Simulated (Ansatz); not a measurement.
# Antimonene bilayer (AA) in a perpendicular field

Wanted: the out-of-plane response of the antimonene bilayer (AA). A positive field points along +c.

Main program and level: Ansatz 0.2.0; plane-wave DFT, PBE-D3(BJ), Ansatz PAW (set soft_1); PAW set soft_1, in the first sound run; inputs show where later runs differ.

Report form: inputs, costs, results and the conclusion, without the logs.

## (1) Starting point

The cell holds 4 atoms: 4 Sb. Its edges and angles: a = 4.120 Å, b = 4.120 Å, c = 43.600 Å, α = 90.0°, β = 90.0°, γ = 120.0°. Regions: layer 1: antimonene, 2 atoms (2 Sb); layer 2: antimonene, 2 atoms (2 Sb). Vacuum lies along c.

## (2) Relaxation

The starting cell is a guess, so the in-plane lattice and the atoms are relaxed first, with the slab cut off from its images along the normal.

Contents of input.yaml:

```yaml
crystal:
  lattice:
    - [4.12, 0.0, 0.0]
    - [-2.06, 3.5680246636, 0.0]
    - [0.0, 0.0, 43.5999999986]
  atoms:
    - { symbol: Sb, position: [0.6666666667, 0.3333333333, 0.4277522936] }
    - { symbol: Sb, position: [0.3333333333, 0.6666666667, 0.4655963303] }
    - { symbol: Sb, position: [0.6666666667, 0.3333333333, 0.5344036697] }
    - { symbol: Sb, position: [0.3333333333, 0.6666666667, 0.5722477064] }
  periodic: [true, true, false]
kpoints:
  mp_grid: { grid: [12, 12, 1] }
hamiltonian:
  xc: pbe
  dispersion: d3bj
  pseudopotentials: { kind: paw, azcp: { folder: soft_1 } }
scf:
  occupations: { method: fermi_dirac, width: 0.05 }
  convergence: { dr2_threshold: 1.0e-09 }
relax:
  f_tol: 0.004
  max_steps: 90
  cell: {}
output:
  write_potential: true
  write_density: true
  volumetric_format: npy
```

The run is started by

```
> ansatz run input.yaml --threads 4 --pin off --max-ram 6144MiB --backend cpu --events-out ev --progress --plain --runs-dir out
```

Elapsed: 68 s, on 4 threads of Intel Xeon Platinum 8259CL at 2.50GHz (Skylake/Cascade Lake), shared host; peak memory 1.2 GiB.

Relaxation path:

| step | energy less that of the first step (eV) | largest force component (eV/Å) | volume (Å³) |
| --- | --- | --- | --- |
| 1 | 0.0000 | 0.1267 | 640.93 |
| 2 | 0.0168 | 0.2557 | 632.10 |
| 3 | -0.0063 | 0.0129 | 636.26 |
| 4 | -0.0084 | 0.0498 | 625.84 |
| 5 | -0.0089 | 0.0104 | 628.87 |
| 6 | -0.0090 | 0.0003 | 628.71 |
| 7* | -0.0087 | 0.0004 | 628.71 |

Relaxation steps marked * repeat the geometry before them on a plane-wave basis chosen anew for their cell, so energy and pressure can jump there. Relaxation step 2 was tried and not accepted.

The run keeps the 12 symmetry operations that the program found, so distortions that break them were not tested.

| cell as run | before | after | change |
| --- | --- | --- | --- |
| a (Å) | 4.120 | 4.081 | -1.0 % |
| b (Å) | 4.120 | 4.081 | -1.0 % |

The atoms that moved most (Å, along periodic axes as changes of fractional coordinates times the final cell, across vacuum about the mean position):

| atom | dx | dy | dz | length |
| --- | --- | --- | --- | --- |
| Sb2 | 0.000 | 0.000 | 0.014 | 0.014 |
| Sb3 | 0.000 | 0.000 | -0.014 | 0.014 |
| Sb1 | 0.000 | 0.000 | 0.013 | 0.013 |
| Sb4 | 0.000 | 0.000 | -0.013 | 0.013 |

Numbers from this step:

```
energy at zero smearing : -25939.2655 eV
```

The lattice constant a goes from 4.120 to 4.081 Å.

## (3) Atoms held, field 0

A sawtooth potential applies the field, turning back in the middle of the vacuum. With the dipole correction the typed value is the field outside the slab. The induced dipole is small, so the SCF threshold is tight.

The cell differs from the one that the last finished run ended in (c 43.600 → 24.273 Å).

Contents of input.yaml:

```yaml
crystal:
  lattice:
    - [4.0805423759, 0.0, 0.0]
    - [-2.040271188, 3.5338533588, 0.0]
    - [0.0, 0.0, 24.2731018823]
  atoms:
    - { symbol: Sb, position: [0.6666666667, 0.3333333333, 0.3707807945] }
    - { symbol: Sb, position: [0.3333333333, 0.6666666667, 0.4387937203] }
    - { symbol: Sb, position: [0.6666666667, 0.3333333333, 0.5612062797] }
    - { symbol: Sb, position: [0.3333333333, 0.6666666667, 0.6292192055] }
kpoints:
  mp_grid: { grid: [12, 12, 1] }
  band_path:
    path: [[0, 0, 0], [0.5, 0, 0], [0.33333333, 0.33333333, 0], [0, 0, 0]]
    npoints: 16
hamiltonian:
  xc: pbe
  dispersion: d3bj
  pseudopotentials: { kind: paw, azcp: { folder: soft_1 } }
scf:
  occupations: { method: fermi_dirac, width: 0.05 }
  convergence: { dr2_threshold: 1.0e-10 }
efield:
  axis: 3
  dipole_correction: true
  ramp_position: 0.97
  ramp_width: 0.06
  amplitude: 0
output:
  dos: { projected: true, e_range: [-6, 5] }
  bader: true
  write_potential: true
  write_density: true
  volumetric_format: npy
  elf: true
```

Run time: 26 s. Hardware: 4 threads; peak memory 0.86 GiB; 99 s of CPU time.

This step gave:

```
energy at zero smearing            : -25939.2672 eV
dipole along the normal            : 1.66e-6 e·Å
gap along the path                 : 0.2114 eV
smallest direct gap along the path : 1.311 eV
ionisation energy, upper face      : 4.326 eV
electron affinity, upper face      : 4.115 eV
gap, the smaller of path and mesh  : 0.2114 eV
```

Running mean over a fixed 2.6 Å (it still follows the layers) of the planar mean; the ramp of the sawtooth is left out. Electron's electrostatic potential energy less the Fermi level against z:

| z (Å) | electron's electrostatic potential energy less the Fermi level (eV) |
| --- | --- |
| 3 | 4.19 |
| 4 | 4.19 |
| 5 | 4.18 |
| 6 | 4.11 |
| 7 | 3.17 |
| 8 | -0.936 |
| 9 | -4.87 |
| 10 | -6.83 |
| 11 | -3.73 |
| 12 | -1.58 |
| 13 | -2.90 |
| 14 | -6.25 |
| 15 | -5.89 |
| 16 | -2.11 |
| 17 | 2.30 |
| 18 | 4.03 |
| 19 | 4.18 |
| 20 | 4.19 |
| 21 | 4.19 |

The density of states has structure finer than the step of the table below, so its rows give means over 0.2 eV. Peaks (eV: height): -3.41: 6.95, -2.80: 6.41, -2.36: 6.75, -1.70: 7.33, -1.45: 8.04, 1.53: 6.22, 1.69: 6.75.

Table of density of states by energy, zero at the Fermi level of the run, which the smearing sets inside the gap; means over each step:

| energy (eV) | density of states (states/eV a cell) |
| --- | --- |
| -4.6 | 0 |
| -4.4 | 0.367 |
| -4.2 | 4.32 |
| -4.0 | 3.13 |
| -3.8 | 1.73 |
| -3.6 | 1.77 |
| -3.4 | 4.52 |
| -3.2 | 2.26 |
| -3.0 | 2.11 |
| -2.8 | 4.24 |
| -2.6 | 3.01 |
| -2.4 | 4.45 |
| -2.2 | 4.01 |
| -2.0 | 2.87 |
| -1.8 | 3.39 |
| -1.6 | 5.37 |
| -1.4 | 5.30 |
| -1.2 | 2.01 |
| -1.0 | 1.35 |
| -0.8 | 0.973 |
| -0.6 | 0.804 |
| -0.4 | 0.573 |
| -0.2 | 1.04 |
| 0.0 | 0.00644 |
| 0.2 | 0.393 |
| 0.4 | 1.14 |
| 0.6 | 1.67 |
| 0.8 | 2.67 |
| 1.0 | 1.83 |
| 1.2 | 2.00 |
| 1.4 | 5.21 |
| 1.6 | 4.36 |

Projected DOS per atom over height of the atomic layer and energy from the Fermi level. Layers: Sb Sb Sb Sb from below.

Ten even steps from '_' (0.00 states/eV) to '@' (1.58 states/eV), each cell a mean:
```
========
********
--::::--
--::::--
..____..
________
..____..
........
::::::::
@@####@@
++++++++
**####**
++++++++
========
++++++++
::::::::
==****==
..::::..
________
________
________
________
```
Columns: height of the atomic layer (Å) from 9 to 15.3 (not evenly spaced); rows upwards: energy from the Fermi level (eV) from -5.96 to 1.87.

The electronic bands at the labelled points (eV, zero at the Fermi level of the run, which the smearing sets inside the gap):

| point | band 27 | band 28 | band 29 | band 30 | band 31 | band 32 | band 33 | band 34 |
| --- | --- | --- | --- | --- | --- | --- | --- | --- |
| Γ | -0.72 | -0.48 | -0.48 | -0.39 | 0.96 | 1.99 | 2.11 | 2.11 |
| halfway | -1.73 | -1.51 | -1.44 | -0.93 | 0.50 | 1.41 | 2.46 | 2.48 |
| M | -2.73 | -2.36 | -2.05 | -1.74 | 0.74 | 0.80 | 1.76 | 2.33 |
| halfway | -3.05 | -2.82 | -2.39 | -1.72 | 0.83 | 1.43 | 1.90 | 2.45 |
| K | -3.18 | -3.18 | -1.99 | -1.99 | 0.08 | 1.42 | 2.31 | 2.31 |
| halfway | -2.66 | -2.38 | -1.39 | -0.99 | 1.48 | 1.68 | 1.87 | 2.60 |
| Γ | -0.72 | -0.48 | -0.48 | -0.39 | 0.96 | 1.99 | 2.11 | 2.11 |

Valence density in the ca plane at fractional y = 0.333, with atoms of Sb within 0.2 Å of it. It is the smooth field of the valence electrons, not physical close to the nuclei.

Values in units of 1e0 e/Å³, 6 rows by 16 columns, each cell a mean:
```
0.0 0.0 0.0 0.1 0.7 0.6 0.2 0.1 0.2 1.0 0.4 0.1 0.0 0.0 0.0 0.0
0.0 0.0 0.0 0.2 5.7 4.6 0.2 0.1 0.6 8.5 1.4 0.1 0.0 0.0 0.0 0.0
0.0 0.0 0.0 0.2 3.9 3.1 0.2 0.1 0.5 5.8 1.0 0.1 0.0 0.0 0.0 0.0
0.0 0.0 0.0 0.1 0.3 0.4 0.2 0.1 0.1 0.4 0.3 0.1 0.0 0.0 0.0 0.0
0.0 0.0 0.0 0.0 0.1 0.2 0.2 0.1 0.0 0.1 0.2 0.2 0.1 0.0 0.0 0.0
0.0 0.0 0.0 0.0 0.1 0.2 0.2 0.1 0.1 0.1 0.2 0.2 0.1 0.0 0.0 0.0
```
Columns run along c (16.0 Å, from fractional 0.18 to 0.84 of the cell), rows up along a (4.1 Å). Atoms in or near the plane, at fractional coordinates: Sb at (0.37, 0.67), Sb at (0.56, 0.67).

Electrostatic potential energy in the ca plane at fractional y = 0.333, with atoms of Sb within 0.2 Å of it. With pseudopotentials it is smooth inside the atoms' cores, unlike the true potential.

Values in eV, 6 rows by 16 columns, each cell a mean:
```
  5   5   5   3 -14 -13   1   3  -1 -19  -6   2   4   5   5   5
  5   5   5   0 -35 -33   0   4 -12 -39 -20   3   5   5   5   5
  5   5   5   1 -32 -29   1   4  -9 -37 -17   3   4   5   5   5
  5   5   5   3  -7  -6   1   3   1 -10  -2   1   4   5   5   5
  5   5   5   4   3   1  -3   1   4   3   0  -3   3   5   5   5
  5   5   5   4   2   1  -2   1   3   2   0  -2   3   5   5   5
```
Columns run along c (16.0 Å, from fractional 0.18 to 0.84 of the cell; values clipped at the 3rd and 97th percentile), rows up along a (4.1 Å). Atoms in or near the plane, at fractional coordinates: Sb at (0.37, 0.67), Sb at (0.56, 0.67).

ELF in the ca plane at fractional y = 0.333, with atoms of Sb within 0.2 Å of it. It is the smooth field of the valence electrons, not physical close to the nuclei.

Values, 6 rows by 16 columns, each cell a mean:
```
0.00 0.03 0.30 0.70 0.49 0.43 0.43 0.17 0.48 0.41 0.48 0.36 0.18 0.04 0.00 0.00
0.00 0.08 0.53 0.77 0.22 0.19 0.27 0.13 0.55 0.10 0.29 0.18 0.03 0.00 0.00 0.00
0.00 0.07 0.50 0.78 0.29 0.24 0.30 0.12 0.56 0.17 0.33 0.21 0.04 0.01 0.00 0.00
0.00 0.02 0.20 0.60 0.52 0.49 0.47 0.23 0.40 0.46 0.52 0.43 0.29 0.07 0.01 0.00
0.00 0.00 0.01 0.08 0.20 0.39 0.46 0.48 0.10 0.24 0.44 0.52 0.61 0.22 0.02 0.00
0.00 0.00 0.03 0.18 0.32 0.45 0.48 0.43 0.15 0.34 0.48 0.52 0.56 0.18 0.01 0.00
```
Columns run along c (16.0 Å, from fractional 0.18 to 0.84 of the cell), rows up along a (4.1 Å). Atoms in or near the plane, at fractional coordinates: Sb at (0.37, 0.67), Sb at (0.56, 0.67).

The gap is 0.21 eV, with the valence edge 4.33 eV and the conduction edge 4.11 eV under the upper vacuum level. Spin-orbit coupling, left out in this run, matters for the bands of elements this heavy.

## (4) Single point, field 0.03 V/Å

Edit input.yaml of step 3 so:

```diff
@@ -27,6 +27,4 @@
   ramp_width: 0.06
-  amplitude: 0
+  amplitude: 0.03
 output:
-  dos: { projected: true, e_range: [-6, 5] }
-  bader: true
   write_potential: true
@@ -34,2 +32 @@
   volumetric_format: npy
-  elf: true
```

Wall time 15 s (4 threads); peak memory 0.78 GiB; 58 s of CPU time.

The dipole is 0.0214 e·Å, and the gap 0.211 eV.

## (5) Atoms held, field -0.03 V/Å

Edit input.yaml of step 4 so:

```diff
@@ -27,3 +27,3 @@
   ramp_width: 0.06
-  amplitude: 0.03
+  amplitude: -0.03
 output:
```

The job ended after 15 s (4 threads; peak memory 0.77 GiB; 56 s of CPU time).

The dipole is -0.0214 e·Å, and the gap 0.211 eV.

## (6) Single point, field 0.15 V/Å

Edit input.yaml of step 5 so:

```diff
@@ -25,5 +25,5 @@
   dipole_correction: true
-  ramp_position: 0.97
-  ramp_width: 0.06
-  amplitude: -0.03
+  ramp_position: 0.9625
+  ramp_width: 0.075
+  amplitude: 0.15
 output:
```

The job ended after 14 s (4 threads; peak memory 0.77 GiB; 53 s of CPU time).

The dipole is 0.107 e·Å, and the gap 0.211 eV.

## (7) Atoms held, field 0.25 V/Å

Edit input.yaml of step 6 so:

```diff
@@ -27,3 +27,3 @@
   ramp_width: 0.075
-  amplitude: 0.15
+  amplitude: 0.25
 output:
```

The job ended after 15 s (4 threads; peak memory 0.78 GiB; 58 s of CPU time).

The dipole is 0.178 e·Å, and the gap 0.210 eV.

## (8) Single point, field -0.25 V/Å

Edit input.yaml of step 7 so:

```diff
@@ -27,4 +27,6 @@
   ramp_width: 0.075
-  amplitude: 0.25
+  amplitude: -0.25
 output:
+  dos: { projected: true, e_range: [-6, 5] }
+  bader: true
   write_potential: true
@@ -32 +34,2 @@
   volumetric_format: npy
+  elf: true
```

Elapsed: 29 s, on 4 threads; peak memory 0.83 GiB; 1.9 min of CPU time.

The dipole is -0.178 e·Å, and the gap 0.210 eV.

## (9) Response, atoms held

This step: plane-wave DFT, PBE-D3(BJ), Ansatz PAW (set soft_1); response to a field along the normal, atoms held; PAW set soft_1 (Ansatz 0.2.0).

The dipoles give the slope, and the difference of two potentials shows where the field is screened.

This step gave:

```yaml
equivalent_conductor_thickness_p_eps_0ae: 8.933 Å
distance_between_the_outer_atoms: 6.273 Å
```

Table of dipole of the cell by applied field:

| applied field (V/Å) | dipole of the cell (e·Å) |
| --- | --- |
| -0.250 | -0.178 |
| -0.030 | -0.0214 |
| 0.000 | 1.7e-6 |
| 0.030 | 0.0214 |
| 0.150 | 0.107 |
| 0.250 | 0.178 |

Local field over the applied field, running mean. From the potentials at -0.03 and 0.03 V/Å; running mean over 2.5 Å. Table of local field over applied field by z:

| z (Å) | local field over applied field |
| --- | --- |
| 4.5 | 0.994 |
| 5.0 | 0.986 |
| 5.5 | 0.966 |
| 6.0 | 0.922 |
| 6.5 | 0.836 |
| 7.0 | 0.698 |
| 7.5 | 0.529 |
| 8.0 | 0.355 |
| 8.5 | 0.195 |
| 9.0 | 0.0749 |
| 9.5 | 0.0147 |
| 10.0 | 0.00323 |
| 10.5 | 0.0211 |
| 11.0 | 0.0588 |
| 11.5 | 0.0975 |
| 12.0 | 0.119 |
| 12.5 | 0.112 |
| 13.0 | 0.0812 |
| 13.5 | 0.0403 |
| 14.0 | 0.00975 |
| 14.5 | 0.00429 |
| 15.0 | 0.0342 |
| 15.5 | 0.123 |
| 16.0 | 0.265 |
| 16.5 | 0.434 |
| 17.0 | 0.607 |
| 17.5 | 0.766 |
| 18.0 | 0.882 |
| 18.5 | 0.946 |
| 19.0 | 0.977 |
| 19.5 | 0.991 |
| 20.0 | 0.996 |

Electrons, planar mean, per unit field. Induced electron density against z:

| z (Å) | induced electron density (e/Å³ per V/Å) |
| --- | --- |
| 4.5 | 2.7e-5 |
| 5.0 | 6.8e-5 |
| 5.5 | 1.7e-4 |
| 6.0 | 4.0e-4 |
| 6.5 | 8.9e-4 |
| 7.0 | 0.00183 |
| 7.5 | 0.00298 |
| 8.0 | 0.00283 |
| 8.5 | 0.00104 |
| 9.0 | 8.3e-4 |
| 9.5 | 3.7e-4 |
| 10.0 | 4.0e-5 |
| 10.5 | -7.6e-4 |
| 11.0 | -7.2e-4 |
| 11.5 | -6.9e-4 |
| 12.0 | -2.7e-4 |
| 12.5 | 6.1e-4 |
| 13.0 | 5.9e-4 |
| 13.5 | 9.1e-4 |
| 14.0 | 3.8e-4 |
| 14.5 | -2.9e-4 |
| 15.0 | -4.9e-4 |
| 15.5 | -9.3e-4 |
| 16.0 | -0.00177 |
| 16.5 | -0.00320 |
| 17.0 | -0.00249 |
| 17.5 | -0.00134 |
| 18.0 | -6.2e-4 |
| 18.5 | -2.7e-4 |
| 19.0 | -1.1e-4 |
| 19.5 | -4.5e-5 |
| 20.0 | -1.7e-5 |

The smaller of the gaps on the path and on the k-mesh, counted as 0 under 0.03 eV. Gap against applied field:

| applied field (V/Å) | gap (eV) |
| --- | --- |
| -0.250 | 0.210 |
| -0.030 | 0.211 |
| 0.000 | 0.211 |
| 0.030 | 0.211 |
| 0.150 | 0.211 |
| 0.250 | 0.210 |

By hand: between -0.03 and 0.03 V/Å the dipole changes by 0.04271 e·Å, a slope of 0.7119 e·Å²/V. A perfect conductor of thickness t has p = ε₀AEt, so t = 180.95 × 0.7119 / 14.420 = 8.93 Å (e/ε₀ = 180.95 V·Å, A in Å²).

The induced dipole is that of a conductor 8.93 Å thick.

## (10) With spin-orbit coupling

This step: plane-wave DFT, PBE, fully relativistic PAW with spin-orbit coupling; PAW set soft_1 (Ansatz 0.2.0).

Heavy atoms split their bands by spin-orbit coupling, so this run uses fully relativistic files and two-component states.

input.yaml, the sections that differ from step 8:

```yaml
hamiltonian:
  xc: pbe
  pseudopotentials: { kind: paw_fr, azcp: { folder: soft_1 } }
magnetization:
  noncollinear: true
  spin_orbit: true
scf:
  occupations: { method: fermi_dirac, width: 0.05 }
  convergence: { dr2_threshold: 1.0e-09 }
efield:
  axis: 3
  dipole_correction: true
  ramp_position: 0.97
  ramp_width: 0.06
  amplitude: 0
output:
  write_potential: true
  write_density: true
  volumetric_format: npy
# crystal, kpoints: as in step 8
```

Wall time 74 s (4 threads); peak memory 2.3 GiB; 4.8 min of CPU time.

This step gave:

| Item | Value |
| --- | --- |
| energy at zero smearing | -25947.6285 eV |
| dipole along the normal | 9.21e-6 e·Å |
| gap along the path | 0.1524 eV |
| smallest direct gap along the path | 1.100 eV |
| ionisation energy, upper face | 4.257 eV |
| electron affinity, upper face | 4.104 eV |
| gap, the smaller of path and mesh | 0.1498 eV |

[end of part 1 of 2]

[Long decimals in the printed logs are rounded to 6 places.]

[Logs are printed without paths, hosts, clocks, repeated set-up lines and the standing remarks that a program may print on its own settings, such as how far it seeks lower states.]

[Hosts, paths, dates, database ids (printed as entryN), source tags and the programs' standing remarks are cut or masked in the printed files.]

[Maps of the electrostatic potential energy from Ansatz leave out the sawtooth potential of an applied field or a dipole correction, so their vacuum need not be flat; planar profiles and work functions include it.]

[The density of states shown here was stored with 400 of the rows of the run's finer table, so its peaks can read low, often by over a quarter, or be missed, and its means over a window can be off by a tenth or more.]
